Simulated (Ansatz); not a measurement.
# C on Cu(111): change of the work function, part 4 of 4

Wanted: Δφ(θ) for C/Cu(111), starting from the fcc site.

Ansatz 0.2.0; plane-wave DFT, PBE, Ansatz PAW.

So far, work function, upper face (eV): step 2 (the clean slab) 4.79; step 3 (37 atoms, coverage 0.111 ML, cell 3x3) 5.14; step 4 (17 atoms, coverage 0.25 ML, cell 2x2) 5.65.

## Step 5: The covered slab, k-mesh 6×6×1, coverage 0.5 ML

System of this step: Cu8C (C/Cu(111)). The cell holds 18 atoms: 16 Cu and 2 C. Cell: a = 5.105 Å, b = 5.105 Å, c = 25.808 Å, α = 90.0°, β = 90.0°, γ = 60.0°. Vacuum lies along c.

Another coverage, to see how the dipoles act on each other as their distance changes.

The input, input.yaml:

```yaml
crystal:
  lattice:
    - [5.1053109602, 1.0e-10, 0.0]
    - [2.5526554801, 4.4213289858, 0.0]
    - [0.0, 0.0, 25.8076507124]
  atoms:
    - { symbol: Cu, position: [0.0, 0.0, 0.348733796] }
    - { symbol: Cu, position: [0.1666666667, 0.1666666667, 0.4294941293] }
    - { symbol: Cu, position: [0.3333333333, 0.3333333333, 0.5102544626] }
    - { symbol: Cu, position: [0.0, 0.0, 0.5910147958] }
    - { symbol: Cu, position: [0.0, 0.5, 0.348733796] }
    - { symbol: Cu, position: [0.1666666667, 0.6666666667, 0.4294941293] }
    - { symbol: Cu, position: [0.3333333333, 0.8333333333, 0.5102544626] }
    - { symbol: Cu, position: [0.0, 0.5, 0.5910147958] }
    - { symbol: Cu, position: [0.5, 0.0, 0.348733796] }
    - { symbol: Cu, position: [0.6666666667, 0.1666666667, 0.4294941293] }
    - { symbol: Cu, position: [0.8333333333, 0.3333333333, 0.5102544626] }
    - { symbol: Cu, position: [0.5, 0.0, 0.5910147958] }
    - { symbol: Cu, position: [0.5, 0.5, 0.348733796] }
    - { symbol: Cu, position: [0.6666666667, 0.6666666667, 0.4294941293] }
    - { symbol: Cu, position: [0.8333333333, 0.8333333333, 0.5102544626] }
    - { symbol: Cu, position: [0.5, 0.5, 0.5910147958] }
    - { symbol: C, position: [0.1666666667, 0.1666666667, 0.651266204] }
    - { symbol: C, position: [0.6666666667, 0.1666666667, 0.651266204] }
kpoints:
  mp_grid: { grid: [6, 6, 1] }
hamiltonian:
  xc: pbe
scf:
  occupations: { method: fermi_dirac, width: 0.1 }
  convergence: { dr2_threshold: 1.0e-08 }
efield:
  axis: 3
  dipole_correction: true
  ramp_position: 0.97
  ramp_width: 0.06
relax:
  f_tol: 0.02
  max_steps: 60
  constraints: [{ sites: [0, 1, 4, 5, 8, 9, 12, 13] }]
output:
  dos: { projected: true, e_range: [-8, 4] }
  write_potential: true
  write_density: true
  volumetric_format: npy
  elf: true
```

Started as:

```bash
ansatz run input.yaml --threads 4 --pin off --max-ram 16384MiB --backend cpu --events-out ev --progress --plain --runs-dir out
```

Standard output:

```text
[...]
Crystal: 18 atoms, lattice volume = 582.537 Å³
Basis set: ecut = 420 eV, 11445 PW (Γ), exchange–correlation on 72×72×360 points (8 copies of the dense FFT grid, shifted against one another)
Bands: 188, of which v1, the nominal top of the filled ones, is band 156 counted from 1 (155 counted from 0)
Symmetry: 4 space group operations
[...]
- { symbol: Cu, position: [0.5, 0.500000, 0.348734] }
    - { symbol: Cu, position: [0.666667, 0.666667, 0.4294941293] }
    - { symbol: Cu, position: [0.833015, 0.833970, 0.510341] }
    - { symbol: Cu, position: [0.497283, 0.505434, 0.592258] }
    - { symbol: C, position: [0.159742, 0.180516, 0.637640] }
    - { symbol: C, position: [0.659742, 0.180516, 0.637640] }
[key lines of the parts left out:]
SCF converged after 9 iterations
Free energy (F): -106493.926383 eV
Fermi energy:    2.090195 eV
Dipole field:    D = -0.052092 V/Å  (p = -0.167700 e·Å, saw-weighted, corrected)
Work function:   Φ+ = 6.2068 eV   Φ− = 4.8625 eV
```

Wall time 6.2 min (4 threads of Arm Neoverse V1, shared host); peak memory 3.1 GiB.

Step by step:

```csv
step,energy less that of the first step (eV),largest force component (eV/Å)
1,0.0000,2.0490
2,-0.4204,1.7030
3,-0.9420,0.6060
4,-0.9819,0.2529
5,-0.9915,0.0230
6,-0.9916,0.0041
```

The run keeps the 4 symmetry operations that the program found, so distortions that break them were not tested.

The atoms that moved most (Å):

```csv
atom,dx,dy,dz,length
C17,0.000,0.061,-0.352,0.357
C18,0.000,0.061,-0.352,0.357
Cu4,0.000,-0.076,0.085,0.114
Cu12,0.000,-0.076,0.085,0.114
Cu16,0.000,0.024,0.032,0.040
Cu8,0.000,0.024,0.032,0.040
Cu3,0.000,0.003,0.007,0.007
Cu11,0.000,0.003,0.007,0.007
```

The relaxed structure:

```
Cu C
1.0
     5.10531    0.00000    0.00000
     2.55266    4.42133    0.00000
     0.00000    0.00000   25.80765
Cu C
16 2
Direct
  0.00000 0.00000 0.34873
  0.16667 0.16667 0.42949
  0.33302 0.33396 0.51052
  0.00859 0.98283 0.59429
  0.00000 0.50000 0.34873
  0.16667 0.66667 0.42949
  0.33302 0.83397 0.51034
  0.99728 0.50543 0.59226
  0.50000 0.00000 0.34873
  0.66667 0.16667 0.42949
  0.83302 0.33396 0.51052
  0.50859 0.98283 0.59429
  0.50000 0.50000 0.34873
  0.66667 0.66667 0.42949
  0.83302 0.83397 0.51034
  0.49728 0.50543 0.59226
  0.15974 0.18052 0.63764
  0.65974 0.18052 0.63764
```

The relaxation took 6 steps and lowered the energy by 0.99 eV; the largest force on the free atoms ends at 0.0041 eV/Å.

The covered face has 6.21 eV, +1.42 eV against the clean one; the bare back face has moved by +0.08 eV, a measure of how thin the slab is.

## Step 6: Adsorbate added, k-mesh 12×12×1, coverage 1 ML

System of this step: Cu4C (C/Cu(111)). The cell holds 5 atoms: 4 Cu and 1 C. Its edges and angles: a = 2.553 Å, b = 2.553 Å, c = 25.808 Å, α = 90.0°, β = 90.0°, γ = 60.0°. Vacuum lies along c.

Another coverage, to see how the dipoles act on each other as their distance changes.

input.yaml, the sections that differ from step 5:

```yaml
crystal:
  lattice:
    - [2.5526554801, 0.0, 0.0]
    - [1.27632774, 2.2106644929, 0.0]
    - [0.0, 0.0, 25.8076507124]
  atoms:
    - { symbol: Cu, position: [0.0, 0.0, 0.348733796] }
    - { symbol: Cu, position: [0.3333333333, 0.3333333333, 0.4294941293] }
    - { symbol: Cu, position: [0.6666666667, 0.6666666667, 0.5102544626] }
    - { symbol: Cu, position: [0.0, 0.0, 0.5910147958] }
    - { symbol: C, position: [0.3333333333, 0.3333333333, 0.651266204] }
kpoints:
  mp_grid: { grid: [12, 12, 1] }
relax:
  f_tol: 0.02
  max_steps: 60
  constraints: [{ sites: [0, 1] }]
output:
  write_potential: true
  write_density: true
  volumetric_format: npy
# hamiltonian, scf, efield: as in step 5
```

Standard output:

```text
[...]
Crystal: 5 atoms, lattice volume = 145.634 Å³
Basis set: ecut = 420 eV, 2925 PW (Γ), exchange–correlation on 36×36×360 points (8 copies of the dense FFT grid, shifted against one another)
Bands: 48, of which v1, the nominal top of the filled ones, is band 40 counted from 1 (39 counted from 0)
Symmetry: 6 space group operations
[...]
F+E_penalty+E_count = -26746.61065419 eV   max|allowed force component| = 9.518e-3 eV/Å
  atoms:
    - { symbol: Cu, position: [-1.480297e-17, -1.480297e-17, 0.348734] }
    - { symbol: Cu, position: [0.333333, 0.333333, 0.4294941293] }
    - { symbol: Cu, position: [0.666667, 0.666667, 0.510857] }
    - { symbol: Cu, position: [-1.245379e-17, -1.597757e-17, 0.594154] }
    - { symbol: C, position: [0.333333, 0.333333, 0.648235] }
[key lines of the parts left out:]
SCF converged after 11 iterations
Free energy (F): -26746.610654 eV
Fermi energy:    2.253010 eV
Dipole field:    D = -0.082829 V/Å  (p = -0.066663 e·Å, saw-weighted, corrected)
Work function:   Φ+ = 6.9947 eV   Φ− = 4.8571 eV
```

Run time: 19 s. Hardware: 4 threads; peak memory 0.49 GiB; 72 s of CPU time.

The steps of the relaxation:

```csv
step,energy less that of the first step (eV),largest force component (eV/Å)
1,0.0000,0.8560
2,-0.0248,0.6783
3,-0.0620,0.1752
4,-0.0646,0.0095
```

The run keeps the 6 symmetry operations that the program found, so distortions that break them were not tested.

The atoms that moved most (Å):

```csv
atom,dx,dy,dz,length
Cu4,0.000,0.000,0.081,0.081
C5,0.000,0.000,-0.078,0.078
Cu3,0.000,0.000,0.016,0.016
```

The relaxed structure:

```xyz
5
Lattice="2.5527 0.0000 0.0000 1.2763 2.2107 0.0000 0.0000 0.0000 25.8077" Properties=species:S:1:pos:R:3
Cu    0.0000    0.0000    9.0000
Cu    1.2763    0.7369   11.0842
Cu    2.5527    1.4738   13.1840
Cu    0.0000    0.0000   15.3337
C     1.2763    0.7369   16.7294
```

The relaxation took 4 steps and lowered the energy by 0.065 eV; the largest force on the free atoms ends at 0.0095 eV/Å.

The covered face has 6.99 eV, +2.21 eV against the clean one; the bare back face has moved by +0.07 eV, a measure of how thin the slab is.

## Step 7: Work function against coverage

This step: plane-wave DFT, PBE, Ansatz PAW; work function against coverage (Ansatz 0.2.0).

The runs are now put side by side.

This step gave:

```
work function of the clean face     : 4.786 eV
largest change of the work function : 2.209 eV
```

Table of work function of the covered face by coverage:

```csv
coverage (adsorbates/nm²),work function of the covered face (eV)
0.00,4.79
1.97,5.14
4.43,5.65
8.86,6.21
17.72,6.99
```

The dipole per adsorbate comes from the change of the cell's dipole. Coverage, by row:

```csv
coverage (1/nm²),coverage (ML),work function (eV),change (eV),"dipole per adsorbate, positive end outwards (debye)",mean height of the added atoms over the highest substrate atom (Å)
1.969,0.1111,5.141,0.3553,-0.447,1.005
4.43,0.25,5.65,0.8644,-0.492,1.022
8.86,0.5,6.207,1.421,-0.403,1.119
17.72,1,6.995,2.209,-0.32,1.396
```

## Step 8: Summary of results

```yaml
work_function_of_the_clean_face: 4.79 eV
work_function_at_0p11_ml: 5.14 eV
work_function_at_0p25_ml: 5.65 eV
work_function_at_0p5_ml: 6.21 eV
work_function_at_1_ml: 6.99 eV
dipole_per_adsorbate_at_0p11_ml_positive_end_outwards: -0.45 D
```

C raises the work function of Cu(111) at the lowest coverage, by 0.36 eV: the adsorbate layer has its negative end outwards. The slab has 4 layers, at the tabulated experimental lattice constant, one starting site was run, and quantum-size effects of a slab this thin can reach one or two tenths of an eV.

[Long decimals in the printed logs are rounded to 6 places.]

[Logs are printed without paths, hosts, clocks, repeated set-up lines and the standing remarks that a program may print on its own settings, such as how far it seeks lower states.]

[Hosts, paths, dates, database ids (printed as entryN), source tags and the programs' standing remarks are cut or masked in the printed files.]

[Maps of the electrostatic potential energy from Ansatz leave out the sawtooth potential of an applied field or a dipole correction, so their vacuum need not be flat; planar profiles and work functions include it.]
